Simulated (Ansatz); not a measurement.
## Current against voltage: (C≡C)2 chain with direct metal-carbon ends, between Al atomic chains

Wanted: I(V), the voltage drop and T(E, V).

Program: Ansatz 0.2.0. Level of theory: DFT PBE, plane waves, PAW; relaxation of a junction, electrodes held but for their tips, in the first sound run; inputs show where later runs differ. Results are calculated unless marked as measured.

## Step 1: Set-up

The cell holds 38 atoms: 34 Al and 4 C. Its edges and angles: a = 6.000 Å, b = 6.000 Å, c = 98.862 Å, α = 90.0°, β = 90.0°, γ = 90.0°. Electrodes: Al atomic chain; the apex atoms were set 7.742 Å apart; the free molecule is C#CC#C. Regions: lower lead, 17 atoms (17 Al); bridge, 4 atoms (4 C); upper lead, 17 atoms (17 Al). Vacuum lies along a, b and c.

## Step 2: Relaxation of the scattering region

The bridge and the electrodes' tips relax, while 30 atoms stay at the lead's spacing, so that the ends still repeat as a lead. The cutoff is set under the files' recommended one to save time.

input.yaml reads:

```yaml
crystal:
  lattice:
    - [6.0, 0.0, 0.0]
    - [0.0, 6.0, 0.0]
    - [0.0, 0.0, 98.8621785951]
  atoms:
    - { symbol: Al, position: [0.500000227, 0.500000116, 0.0] }
    - { symbol: Al, position: [0.500000227, 0.500000116, 0.024377371] }
    - { symbol: Al, position: [0.500000227, 0.500000116, 0.048754742] }
    - { symbol: Al, position: [0.500000227, 0.500000116, 0.073132113] }
    - { symbol: Al, position: [0.500000227, 0.500000116, 0.097509484] }
    - { symbol: Al, position: [0.500000227, 0.500000116, 0.121886855] }
    - { symbol: Al, position: [0.500000227, 0.500000116, 0.146264226] }
    - { symbol: Al, position: [0.500000227, 0.500000116, 0.170641597] }
    - { symbol: Al, position: [0.500000227, 0.500000116, 0.195018968] }
    - { symbol: Al, position: [0.500000227, 0.500000116, 0.219396339] }
    - { symbol: Al, position: [0.500000227, 0.500000116, 0.243773709] }
    - { symbol: Al, position: [0.500000227, 0.500000116, 0.26815108] }
    - { symbol: Al, position: [0.500000227, 0.500000116, 0.292528451] }
    - { symbol: Al, position: [0.500000227, 0.500000116, 0.316905822] }
    - { symbol: Al, position: [0.500000227, 0.500000116, 0.341283193] }
    - { symbol: Al, position: [0.500000227, 0.500000116, 0.365660564] }
    - { symbol: Al, position: [0.500000227, 0.500000116, 0.390037935] }
    - { symbol: C, position: [0.500000037, 0.499999948, 0.40926723] }
    - { symbol: C, position: [0.49999991, 0.499999884, 0.421405485] }
    - { symbol: C, position: [0.499999773, 0.499999948, 0.436983232] }
    - { symbol: C, position: [0.499999908, 0.500000097, 0.449121486] }
    - { symbol: Al, position: [0.500000227, 0.500000116, 0.468350781] }
    - { symbol: Al, position: [0.500000227, 0.500000116, 0.492728152] }
    - { symbol: Al, position: [0.500000227, 0.500000116, 0.517105523] }
    - { symbol: Al, position: [0.500000227, 0.500000116, 0.541482894] }
    - { symbol: Al, position: [0.500000227, 0.500000116, 0.565860265] }
    - { symbol: Al, position: [0.500000227, 0.500000116, 0.590237636] }
    - { symbol: Al, position: [0.500000227, 0.500000116, 0.614615007] }
    - { symbol: Al, position: [0.500000227, 0.500000116, 0.638992378] }
    - { symbol: Al, position: [0.500000227, 0.500000116, 0.663369749] }
    - { symbol: Al, position: [0.500000227, 0.500000116, 0.68774712] }
    - { symbol: Al, position: [0.500000227, 0.500000116, 0.712124491] }
    - { symbol: Al, position: [0.500000227, 0.500000116, 0.736501862] }
    - { symbol: Al, position: [0.500000227, 0.500000116, 0.760879233] }
    - { symbol: Al, position: [0.500000227, 0.500000116, 0.785256604] }
    - { symbol: Al, position: [0.500000227, 0.500000116, 0.809633975] }
    - { symbol: Al, position: [0.500000227, 0.500000116, 0.834011346] }
    - { symbol: Al, position: [0.500000227, 0.500000116, 0.858388717] }
kpoints:
  mp_grid: { grid: [1, 1, 1] }
scf:
  occupations: { method: fermi_dirac, width: 0.1 }
hamiltonian:
  xc: pbe
relax:
  constraints:
    - { sites: [0, 1, 2, 3, 4, 5, 6, 7, 8, 9, 10, 11, 12, 13, 14, 23, 24, 25, 26, 27, 28, 29, 30, 31, 32, 33, 34, 35, 36, 37] }
  f_tol: 0.07
  max_steps: 30
basis:
  ecutwfc: "340 eV"
```

Launch:

```
$ ansatz run input.yaml --threads 4 --pin off --max-ram 16384MiB --backend cpu --events-out ev --progress --plain --runs-dir out
```

Numbers of over 12 decimals in the logs are rounded to 6 here.

Log:

```text
Warning: the atoms were moved onto the symmetric positions of the space group found under crystal.symmetry.tolerance 1.0e-5 (fractional; no operation is sought that the atoms, as they stand in a round, miss by more than twice it, and no atom is moved by as much as it), and the run uses the moved positions. Before a round's move an operation carried an atom to 5.37e-6 Å from where it should land, the largest such dist [...]
Warning: basis.ecutwfc = 340 eV is below the records' recommended 420 eV, and the density's cutoff is lower with it unless basis.ecutrho_ratio is high enough to keep the records' density cutoff: compare with a run at a higher cutoff
Engine: ansatz 0.2.0, aarch64-unknown-linux-gnu
Pseudopotentials: kind: paw
Pseudopotential: Al, paw, valence charge 3, recommended cutoff 420 eV (normal), Al.paw.azcp
Pseudopotential: C, paw, valence charge 4, recommended cutoff 420 eV (normal), C.paw.azcp
Functional definition: PBE
  parameter kappa = 0.804
  parameter beta = 0.066725
  exchange = pbe_x(kappa = kappa, mu = beta*pi^2/3)
  correlation = pbe_c(beta = beta)
Crystal: 38 atoms, lattice volume = 3559.038 Å³
Basis set: ecut = 340 eV, 50429 PW (Γ), exchange–correlation on 80×80×1200 points (8 copies of the dense FFT grid, shifted against one another)
Bands: 97, of which v1, the nominal top of the filled ones, is band 59 counted from 1 (58 counted from 0)
Symmetry: 16 space group operations
Space group: P4/mmm (ITA 123), of the structure as read, at distance tolerance 1.5e-4 Å
k-points: 1
Non-local potential: Al, projectors of the file, l = 0: 2, l = 1: 2, l = 2: 1
Non-local potential: C, projectors of the file, l = 0: 2, l = 1: 2, l = 2: 1
PAW form: soft (Blöchl's): semilocal exchange-correlation on the pseudo side does not see the compensation charge
PAW one-centre angular grid: Al, 110 points (default); XC on 64 Gauss nodes
PAW one-centre angular grid: C, 110 points (default); XC on 64 Gauss nodes
Initial density: superposition of atomic densities (neutral atoms: chi_scale 0, normalization atom), corrected by the library's trained network
Initial wavefunctions: pseudopotential atomic-orbital guess
Functional: x = pbe(κ = 0.804, μ = 0.219515), c = pbe(β = 0.066725)
SCF iter   1: F=—  HF=-19202.556486 eV  |F-HF|=—  |Δ(HF+E_count)|=         —  Δρ=4.21e-3  dr2=3.26e1  ethr=1.77e-3  ⟨swp⟩=9.0  Hψ=572  notcnv=0
preconditioner: auto → LDOS  [metal: Δε(μ)=0.161 eV  Ē_g=4.368 eV  σ=0.100 eV  W_gap=0.38  n_scr=248 (ndim 8)  ℏωp=6.6 eV  f_vac=0.305  D(μ)=46.47/eV (n_scr^D=240)  β→1.0]
SCF iter   2: F=—  HF=-19202.182587 eV  |F-HF|=—  |Δ(HF+E_count)|=   3.74e-1  Δρ=2.04e-3  dr2=1.72e0  ethr=1.77e-3  ⟨swp⟩=6.0  Hψ=201  notcnv=0  defer=1
SCF iter   3: F=—  HF=-19202.139124 eV  |F-HF|=—  |Δ(HF+E_count)|=   4.35e-2  Δρ=8.49e-4  dr2=2.01e-1  ethr=1.46e-3  ⟨swp⟩=2.0  Hψ=153  notcnv=0
SCF iter   4: F=—  HF=-19202.131683 eV  |F-HF|=—  |Δ(HF+E_count)|=   7.44e-3  Δρ=4.74e-4  dr2=3.44e-2  ethr=1.70e-4  ⟨swp⟩=2.0  Hψ=146  notcnv=0
SCF iter   5: F=—  HF=-19202.130524 eV  |F-HF|=—  |Δ(HF+E_count)|=   1.16e-3  Δρ=2.27e-4  dr2=6.34e-3  ethr=2.91e-5  ⟨swp⟩=2.0  Hψ=132  notcnv=0
SCF iter   6: F=—  HF=-19202.130235 eV  |F-HF|=—  |Δ(HF+E_count)|=   2.89e-4  Δρ=6.22e-5  dr2=1.24e-3  ethr=5.38e-6  ⟨swp⟩=2.0  Hψ=131  notcnv=0
SCF iter   7: F=—  HF=-19202.130247 eV  |F-HF|=—  |Δ(HF+E_count)|=   1.25e-5  Δρ=3.18e-5  dr2=2.96e-4  ethr=1.05e-6  ⟨swp⟩=2.0  Hψ=99  notcnv=0
SCF iter   8: F=-19202.130234 eV  HF=-19202.130243 eV  |F-HF|=8.65e-6  |Δ(HF+E_count)|=   4.50e-6  Δρ=9.73e-6  dr2=1.41e-5  ethr=8.47e-8  ⟨swp⟩=4.0  Hψ=327  notcnv=0
SCF 1 converged in 8 iterations: F = -19202.130234 eV  dr2 = 1.41e-5
  greatest PAW one-centre occupation: 0.695 electrons in one spin orbital (limit 2), on the C atom at site 17 (counted from 0), in its partial waves of l = 0
relax step   1: F+E_penalty+E_count = -19202.13023428 eV  Δ(F+E_penalty+E_count) = +0.000e0 eV  max|allowed force component| = 8.811e0 eV/Å  Δτ_max = 0.0000 Å  (8 SCF iters, dr2 threshold 1.00e-4 eV, accepted)
Initial density: handed on by an earlier stage of this run
Initial wavefunctions: those handed on with the density
iter 1 solved again at ethr=8.40e-4 eV; its pass at ethr=3.10e-3 eV (dr2=9.91e-1 eV) is discarded
SCF iter   1: F=—  HF=-19202.980512 eV  |F-HF|=—  |Δ(HF+E_count)|=         —  Δρ=3.88e-3  dr2=1.10e0  ethr=8.40e-4  ⟨swp⟩=1.0  Hψ=329  notcnv=0
eigensolver tolerance schedule calibrated: the retry pair's looser diagonalisation under-reported the residual by θ = 0.10 (0.18/decade); ethr = c·dr2/N_el runs at the constant in force after the calibration composes with the one it found (an armed cap, an earlier calibration), c = 3.2e-2
preconditioner: auto → LDOS  [metal: Δε(μ)=0.097 eV  Ē_g=4.350 eV  σ=0.100 eV  W_gap=0.24  n_scr=248 (ndim 8)  ℏωp=6.6 eV  f_vac=0.366  D(μ)=52.91/eV (n_scr^D=298)  β→1.0]
SCF iter   2: F=—  HF=-19202.851345 eV  |F-HF|=—  |Δ(HF+E_count)|=   1.29e-1  Δρ=2.11e-3  dr2=2.46e-1  ethr=2.97e-4  ⟨swp⟩=3.0  Hψ=227  notcnv=0
SCF iter   3: F=—  HF=-19202.808787 eV  |F-HF|=—  |Δ(HF+E_count)|=   4.26e-2  Δρ=3.20e-4  dr2=1.28e-2  ethr=6.65e-5  ⟨swp⟩=3.0  Hψ=242  notcnv=0
SCF iter   4: F=—  HF=-19202.807521 eV  |F-HF|=—  |Δ(HF+E_count)|=   1.27e-3  Δρ=8.25e-5  dr2=3.44e-3  ethr=3.44e-6  ⟨swp⟩=2.0  Hψ=132  notcnv=0
SCF iter   5: F=—  HF=-19202.807448 eV  |F-HF|=—  |Δ(HF+E_count)|=   7.30e-5  Δρ=4.18e-5  dr2=1.18e-3  ethr=9.30e-7  ⟨swp⟩=1.0  Hψ=97  notcnv=0
SCF iter   6: F=-19202.807429 eV  HF=-19202.807441 eV  |F-HF|=1.19e-5  |Δ(HF+E_count)|=   7.01e-6  Δρ=7.35e-6  dr2=1.37e-5  ethr=2.70e-8  ⟨swp⟩=4.0  Hψ=355  notcnv=0
SCF 2 converged in 6 iterations: F = -19202.807429 eV  dr2 = 1.37e-5
  greatest PAW one-centre occupation: 0.688 electrons in one spin orbital (limit 2), on the C atom at site 18 (counted from 0), in its partial waves of l = 0
relax step   2: F+E_penalty+E_count = -19202.80742871 eV  Δ(F+E_penalty+E_count) = -6.772e-1 eV  max|allowed force component| = 3.649e0 eV/Å  Δτ_max = 0.0625 Å  (6 SCF iters, dr2 threshold 1.00e-4 eV, accepted)
iter 1 solved again at ethr=1.02e-3 eV; its pass at ethr=3.10e-3 eV (dr2=1.20e0 eV) is discarded
SCF iter   1: F=—  HF=-19203.069284 eV  |F-HF|=—  |Δ(HF+E_count)|=         —  Δρ=3.74e-3  dr2=1.25e0  ethr=1.02e-3  ⟨swp⟩=1.0  Hψ=329  notcnv=0
preconditioner: auto → LDOS  [metal: Δε(μ)=0.086 eV  Ē_g=4.348 eV  σ=0.100 eV  W_gap=0.21  n_scr=248 (ndim 8)  ℏωp=6.6 eV  f_vac=0.366  D(μ)=52.96/eV (n_scr^D=298)  β→1.0]
SCF iter   2: F=—  HF=-19202.909707 eV  |F-HF|=—  |Δ(HF+E_count)|=   1.60e-1  Δρ=1.34e-3  dr2=1.86e-1  ethr=1.02e-3  ⟨swp⟩=2.0  Hψ=188  notcnv=0
SCF iter   3: F=—  HF=-19202.899564 eV  |F-HF|=—  |Δ(HF+E_count)|=   1.01e-2  Δρ=3.19e-4  dr2=1.35e-2  ethr=1.58e-4  ⟨swp⟩=2.0  Hψ=148  notcnv=0
SCF iter   4: F=—  HF=-19202.898268 eV  |F-HF|=—  |Δ(HF+E_count)|=   1.30e-3  Δρ=1.04e-4  dr2=3.03e-3  ethr=1.15e-5  ⟨swp⟩=2.0  Hψ=133  notcnv=0
SCF iter   5: F=—  HF=-19202.898150 eV  |F-HF|=—  |Δ(HF+E_count)|=   1.18e-4  Δρ=3.41e-5  dr2=7.24e-4  ethr=2.57e-6  ⟨swp⟩=2.0  Hψ=99  notcnv=0
SCF iter   6: F=-19202.898143 eV  HF=-19202.898162 eV  |F-HF|=1.89e-5  |Δ(HF+E_count)|=   1.17e-5  Δρ=1.77e-5  dr2=2.32e-5  ethr=8.47e-8  ⟨swp⟩=4.0  Hψ=346  notcnv=0
SCF 3 converged in 6 iterations: F = -19202.898143 eV  dr2 = 2.32e-5
  greatest PAW one-centre occupation: 0.707 electrons in one spin orbital (limit 2), on the C atom at site 19 (counted from 0), in its partial waves of l = 0
relax step   3: F+E_penalty+E_count = -19202.89814281 eV  Δ(F+E_penalty+E_count) = -9.071e-2 eV  max|allowed force component| = 1.306e0 eV/Å  Δτ_max = 0.0555 Å  (6 SCF iters, dr2 threshold 1.00e-4 eV, accepted)
SCF iter   1: F=—  HF=-19202.969844 eV  |F-HF|=—  |Δ(HF+E_count)|=         —  Δρ=1.56e-3  dr2=2.92e-1  ethr=2.28e-3  ⟨swp⟩=2.0  Hψ=217  notcnv=0
preconditioner: auto → LDOS  [metal: Δε(μ)=0.109 eV  Ē_g=4.330 eV  σ=0.100 eV  W_gap=0.26  n_scr=248 (ndim 8)  ℏωp=6.6 eV  f_vac=0.366  D(μ)=52.23/eV (n_scr^D=290)  β→1.0]
SCF iter   2: F=—  HF=-19202.943151 eV  |F-HF|=—  |Δ(HF+E_count)|=   2.67e-2  Δρ=6.85e-4  dr2=7.40e-2  ethr=2.47e-4  ⟨swp⟩=2.0  Hψ=149  notcnv=0
SCF iter   3: F=—  HF=-19202.940173 eV  |F-HF|=—  |Δ(HF+E_count)|=   2.98e-3  Δρ=1.09e-4  dr2=9.46e-4  ethr=6.27e-5  ⟨swp⟩=2.0  Hψ=133  notcnv=0
SCF iter   4: F=—  HF=-19202.940215 eV  |F-HF|=—  |Δ(HF+E_count)|=   4.13e-5  Δρ=3.01e-5  dr2=6.46e-4  ethr=8.02e-7  ⟨swp⟩=2.0  Hψ=158  notcnv=0
SCF iter   5: F=—  HF=-19202.940211 eV  |F-HF|=—  |Δ(HF+E_count)|=   3.32e-6  Δρ=1.44e-5  dr2=2.07e-4  ethr=5.47e-7  ⟨swp⟩=1.0  Hψ=97  notcnv=0
SCF iter   6: F=-19202.940210 eV  HF=-19202.940211 eV  |F-HF|=1.17e-6  |Δ(HF+E_count)|=   2.26e-7  Δρ=3.50e-6  dr2=1.46e-6  ethr=8.47e-8  ⟨swp⟩=3.0  Hψ=300  notcnv=0
SCF 4 converged in 6 iterations: F = -19202.940210 eV  dr2 = 1.46e-6
  greatest PAW one-centre occupation: 0.695 electrons in one spin orbital (limit 2), on the C atom at site 19 (counted from 0), in its partial waves of l = 0
relax step   4: F+E_penalty+E_count = -19202.94020998 eV  Δ(F+E_penalty+E_count) = -4.207e-2 eV  max|allowed force component| = 1.297e-1 eV/Å  Δτ_max = 0.0289 Å  (6 SCF iters, dr2 threshold 1.00e-4 eV, accepted)
SCF iter   1: F=—  HF=-19202.942618 eV  |F-HF|=—  |Δ(HF+E_count)|=         —  Δρ=2.84e-4  dr2=5.86e-2  ethr=3.27e-4  ⟨swp⟩=2.0  Hψ=214  notcnv=0
preconditioner: auto → LDOS  [metal: Δε(μ)=0.102 eV  Ē_g=4.338 eV  σ=0.100 eV  W_gap=0.25  n_scr=248 (ndim 8)  ℏωp=6.6 eV  f_vac=0.366  D(μ)=52.55/eV (n_scr^D=290)  β→1.0]
SCF iter   2: F=—  HF=-19202.941444 eV  |F-HF|=—  |Δ(HF+E_count)|=   1.17e-3  Δρ=8.77e-5  dr2=1.74e-3  ethr=4.96e-5  ⟨swp⟩=1.0  Hψ=112  notcnv=0
SCF iter   3: F=—  HF=-19202.941429 eV  |F-HF|=—  |Δ(HF+E_count)|=   1.51e-5  Δρ=3.10e-5  dr2=1.83e-4  ethr=1.48e-6  ⟨swp⟩=2.0  Hψ=131  notcnv=0
SCF iter   4: F=—  HF=-19202.941428 eV  |F-HF|=—  |Δ(HF+E_count)|=   1.21e-6  Δρ=1.09e-5  dr2=2.22e-5  ethr=1.55e-7  ⟨swp⟩=2.0  Hψ=133  notcnv=0
SCF iter   5: F=—  HF=-19202.941298 eV  |F-HF|=—  |Δ(HF+E_count)|=   1.30e-4  Δρ=5.66e-6  dr2=3.54e-6  ethr=1.88e-8  ⟨swp⟩=2.0  Hψ=167  notcnv=0
SCF iter   6: F=—  HF=-19202.941297 eV  |F-HF|=—  |Δ(HF+E_count)|=   3.92e-7  Δρ=2.06e-6  dr2=1.16e-6  ethr=3.00e-9  ⟨swp⟩=2.0  Hψ=174  notcnv=0
SCF iter   7: F=-19202.941297 eV  HF=-19202.941297 eV  |F-HF|=6.34e-8  |Δ(HF+E_count)|=   7.60e-8  Δρ=7.54e-7  dr2=7.59e-8  ethr=8.47e-11  ⟨swp⟩=4.0  Hψ=342  notcnv=0
SCF 5 converged in 7 iterations: F = -19202.941297 eV  dr2 = 7.59e-8
  greatest PAW one-centre occupation: 0.696 electrons in one spin orbital (limit 2), on the C atom at site 19 (counted from 0), in its partial waves of l = 0
relax step   5: F+E_penalty+E_count = -19202.94129728 eV  Δ(F+E_penalty+E_count) = -1.087e-3 eV  max|allowed force component| = 7.299e-2 eV/Å  Δτ_max = 0.0129 Å  (7 SCF iters, accepted)
SCF iter   1: F=—  HF=-19202.941987 eV  |F-HF|=—  |Δ(HF+E_count)|=         —  Δρ=1.13e-4  dr2=3.30e-3  ethr=5.70e-5  ⟨swp⟩=1.0  Hψ=120  notcnv=0
preconditioner: auto → LDOS  [metal: Δε(μ)=0.106 eV  Ē_g=4.337 eV  σ=0.100 eV  W_gap=0.26  n_scr=248 (ndim 8)  ℏωp=6.6 eV  f_vac=0.366  D(μ)=52.39/eV (n_scr^D=290)  β→1.0]
SCF iter   2: F=—  HF=-19202.941837 eV  |F-HF|=—  |Δ(HF+E_count)|=   1.50e-4  Δρ=6.10e-5  dr2=2.79e-4  ethr=2.80e-6  ⟨swp⟩=2.0  Hψ=148  notcnv=0
SCF iter   3: F=—  HF=-19202.941809 eV  |F-HF|=—  |Δ(HF+E_count)|=   2.82e-5  Δρ=1.22e-5  dr2=2.65e-5  ethr=2.37e-7  ⟨swp⟩=2.0  Hψ=134  notcnv=0
SCF iter   4: F=—  HF=-19202.941688 eV  |F-HF|=—  |Δ(HF+E_count)|=   1.21e-4  Δρ=6.14e-6  dr2=5.45e-6  ethr=2.25e-8  ⟨swp⟩=2.0  Hψ=167  notcnv=0
SCF iter   5: F=—  HF=-19202.941688 eV  |F-HF|=—  |Δ(HF+E_count)|=   2.53e-7  Δρ=3.07e-6  dr2=1.04e-6  ethr=4.62e-9  ⟨swp⟩=2.0  Hψ=167  notcnv=0
SCF iter   6: F=—  HF=-19202.941688 eV  |F-HF|=—  |Δ(HF+E_count)|=   1.97e-7  Δρ=1.09e-6  dr2=1.89e-7  ethr=8.80e-10  ⟨swp⟩=3.0  Hψ=141  notcnv=0
SCF iter   7: F=-19202.941688 eV  HF=-19202.941688 eV  |F-HF|=2.74e-8  |Δ(HF+E_count)|=   1.90e-8  Δρ=5.05e-7  dr2=3.28e-8  ethr=8.47e-11  ⟨swp⟩=4.0  Hψ=278  notcnv=0
SCF 6 converged in 7 iterations: F = -19202.941688 eV  dr2 = 3.28e-8
relax step   6: F+E_penalty+E_count = -19202.94168784 eV  Δ(F+E_penalty+E_count) = -3.906e-4 eV  max|allowed force component| = 1.534e-3 eV/Å  Δτ_max = 0.0038 Å  (7 SCF iters, accepted)
SCF converged after 7 iterations
Free energy (F): -19202.941688 eV
Harris-Foulkes:  -19202.941688 eV  (|F-HF|=2.74e-8)
Internal energy: -19201.215323 eV  (E = F + TS)
E sigma→0 (E₀):  -19202.078505 eV
Entropy (-TS):   -1.726365 eV (-45.431 meV/atom)
Fermi energy:    -1.729410 eV
--- Per-component energies (eV) ---
  E_band       = -656.088333
  E_kinetic    = 1015.154162
  E_local      = -18726.106340  (includes V_loc(G=0)·N_el)
  E_nonlocal   = 493.643074
  E_hartree    = 8899.406829
  E_xc         = -1441.276785
  E_vxc        = -1082.697863  (∫ρ·V_xc dr)
  E_paw        = -16290.204866  (= ΣΔE_a)
  E_vpaw       = -154.913358  (= ΣTr[D̂ρ^β])
  E_aug_tail   = -0.000080  (compensation charges beyond the density's cutoff)
  E_ewald      = 6848.168683
  E_smearing   = -1.726365  (= −TS)
  E_closure    = 0.000000  (closes the sum)
  Σ components = -19202.941688   (vs F -19202.941688, Δ=0.00e0)
--- Forces (eV/Å), atoms counted from 1 ---
  atom   1  Al     0.00000000    -0.00000000    -1.88837249
  atom   2  Al     0.00000000     0.00000000     1.26075261
  atom   3  Al    -0.00000000    -0.00000000     0.19955656
  atom   4  Al     0.00000000     0.00000000     0.12378957
  atom   5  Al     0.00000000     0.00000000     0.12531593
  atom   6  Al     0.00000000    -0.00000000     0.05714213
  atom   7  Al     0.00000000    -0.00000000     0.02339690
  atom   8  Al     0.00000000     0.00000000     0.01995477
  atom   9  Al     0.00000000    -0.00000000     0.01340624
  atom  10  Al     0.00000000     0.00000000     0.00695737
  atom  11  Al    -0.00000000     0.00000000     0.01321450
  atom  12  Al     0.00000000     0.00000000     0.02168162
  atom  13  Al    -0.00000000     0.00000000     0.00931151
  atom  14  Al     0.00000000     0.00000000     0.04137411
  atom  15  Al    -0.00000000     0.00000000     0.46755642
  atom  16  Al     0.00000000     0.00000000     0.00134416
  atom  17  Al     0.00000000     0.00000000    -0.00153405
  atom  18  C      0.00000000     0.00000000    -0.00008007
  atom  19  C      0.00000000     0.00000000     0.00019601
  atom  20  C      0.00000000     0.00000000    -0.00019601
  atom  21  C      0.00000000     0.00000000     0.00008007
  atom  22  Al     0.00000000     0.00000000     0.00153405
  atom  23  Al     0.00000000     0.00000000    -0.00134416
  atom  24  Al    -0.00000000     0.00000000    -0.46755642
  atom  25  Al     0.00000000     0.00000000    -0.04137411
  atom  26  Al    -0.00000000     0.00000000    -0.00931151
  atom  27  Al     0.00000000     0.00000000    -0.02168162
  atom  28  Al    -0.00000000    -0.00000000    -0.01321450
  atom  29  Al     0.00000000     0.00000000    -0.00695737
  atom  30  Al    -0.00000000     0.00000000    -0.01340624
  atom  31  Al     0.00000000     0.00000000    -0.01995477
  atom  32  Al     0.00000000     0.00000000    -0.02339690
  atom  33  Al     0.00000000     0.00000000    -0.05714213
  atom  34  Al     0.00000000     0.00000000    -0.12531593
  atom  35  Al     0.00000000     0.00000000    -0.12378957
  atom  36  Al    -0.00000000    -0.00000000    -0.19955656
  atom  37  Al     0.00000000    -0.00000000    -1.26075261
  atom  38  Al     0.00000000     0.00000000     1.88837249
  max |Σ_I F_I| component: 2.22e-16 eV/Å
--- Relaxed structure (6 steps of the walk, 6 accepted, 0 SCFs on fresh bases) ---
  F+E_penalty+E_count = -19202.94168784 eV   max|allowed force component| = 1.534e-3 eV/Å
  atoms:
    - { symbol: Al, position: [0.5, 0.5, -2.1052629819447527e-10] }
    - { symbol: Al, position: [0.5, 0.5, 0.024377] }
    - { symbol: Al, position: [0.5, 0.5, 0.048755] }
    - { symbol: Al, position: [0.5, 0.5, 0.073132] }
    - { symbol: Al, position: [0.5, 0.5, 0.097509] }
    - { symbol: Al, position: [0.5, 0.5, 0.121887] }
    - { symbol: Al, position: [0.5, 0.5, 0.146264] }
    - { symbol: Al, position: [0.5, 0.5, 0.170642] }
    - { symbol: Al, position: [0.5, 0.5, 0.195019] }
    - { symbol: Al, position: [0.5, 0.5, 0.219396] }
    - { symbol: Al, position: [0.5, 0.5, 0.243774] }
    - { symbol: Al, position: [0.5, 0.5, 0.268151] }
    - { symbol: Al, position: [0.5, 0.5, 0.292528] }
    - { symbol: Al, position: [0.5, 0.5, 0.316906] }
    - { symbol: Al, position: [0.5, 0.5, 0.341283] }
    - { symbol: Al, position: [0.5, 0.5, 0.365992] }
    - { symbol: Al, position: [0.5, 0.5, 0.390796] }
    - { symbol: C, position: [0.5, 0.5, 0.409701] }
    - { symbol: C, position: [0.5, 0.5, 0.422405] }
    - { symbol: C, position: [0.5, 0.5, 0.435983] }
    - { symbol: C, position: [0.5, 0.5, 0.448688] }
    - { symbol: Al, position: [0.5, 0.5, 0.467592] }
    - { symbol: Al, position: [0.5, 0.5, 0.492397] }
    - { symbol: Al, position: [0.5, 0.5, 0.517106] }
    - { symbol: Al, position: [0.5, 0.5, 0.541483] }
    - { symbol: Al, position: [0.5, 0.5, 0.565860] }
    - { symbol: Al, position: [0.5, 0.5, 0.590238] }
    - { symbol: Al, position: [0.5, 0.5, 0.614615] }
    - { symbol: Al, position: [0.5, 0.5, 0.638992] }
    - { symbol: Al, position: [0.5, 0.5, 0.663370] }
    - { symbol: Al, position: [0.5, 0.5, 0.687747] }
    - { symbol: Al, position: [0.5, 0.5, 0.712124] }
    - { symbol: Al, position: [0.5, 0.5, 0.736502] }
    - { symbol: Al, position: [0.5, 0.5, 0.760879] }
    - { symbol: Al, position: [0.5, 0.5, 0.785257] }
    - { symbol: Al, position: [0.5, 0.5, 0.809634] }
    - { symbol: Al, position: [0.5, 0.5, 0.834011] }
    - { symbol: Al, position: [0.5, 0.5, 0.858389] }
```

Wall time 31 s (4 threads of Arm Neoverse V1, shared host); peak memory 1.6 GiB.

(Continued in part 2 of 2.)

[Logs are printed without paths, hosts, clocks, repeated set-up lines and the standing remarks that a program may print on its own settings, such as how far it seeks lower states.]

[Hosts, paths, dates, database ids (printed as entryN), source tags and the programs' standing remarks are cut or masked in the printed files.]
